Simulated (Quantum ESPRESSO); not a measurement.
# Calculated records

```
E(M) of MnSi
1.0
     4.55800    0.00000    0.00000
     0.00000    4.55800    0.00000
     0.00000    0.00000    4.55800
Mn Si
4 4
Direct
  0.13700 0.13700 0.13700
  0.63700 0.36300 0.86300
  0.86300 0.63700 0.36300
  0.36300 0.86300 0.63700
  0.84500 0.84500 0.84500
  0.34500 0.65500 0.15500
  0.15500 0.34500 0.65500
  0.65500 0.15500 0.34500
# method: LDA; plane waves with GBRV 1.5 LDA potentials, no spin-orbit coupling (and 1 further level or step)
# program: Quantum ESPRESSO 7.5
# settings of one run: GBRV 1.5 LDA, potential files Si: si_lda_v1.uspp.F.UPF, Mn: mn_lda_v1.5.uspp.F.UPF, cutoff 544.23 eV, 8×8×8 k-mesh, 57 bands, fermi-dirac occupations, smearing width 0.05 eV, collinear spin, SCF threshold 1.60e-8, starting moments 3.5 3.5 3.5 3.5 0 0 0 0 μB
# cost: 13 runs, 20 min in all on 4 MPI ranks of Arm Neoverse V1, shared host (the runs of this entry)
# notes: The run is spin-polarised, with a total moment of 3.64 μB a cell (absolute 4.12). All runs start parallel; opposed orders may lie lower.
# moment of the free run: 3.64 μB a cell
# energy at zero total moment: 104 meV a cell over the lowest
# ΔE/ΔM² from the lowest point to 3.84 and to 3.29 μB: 50 and 37 meV/μB²
```

[Logs and program files are shortened in this print: banners, set-up blocks, solver, clock and traceback lines can be left out without a mark of their own.]

[Logs are printed without paths, hosts, clocks, repeated set-up lines and the standing remarks that a program may print on its own settings, such as how far it seeks lower states.]

[Hosts, paths, dates, database ids (printed as entryN), source tags and the programs' standing remarks are cut or masked in the printed files.]

[Where a cell is said to come from a database of computed structures, the database is the Materials Project.]
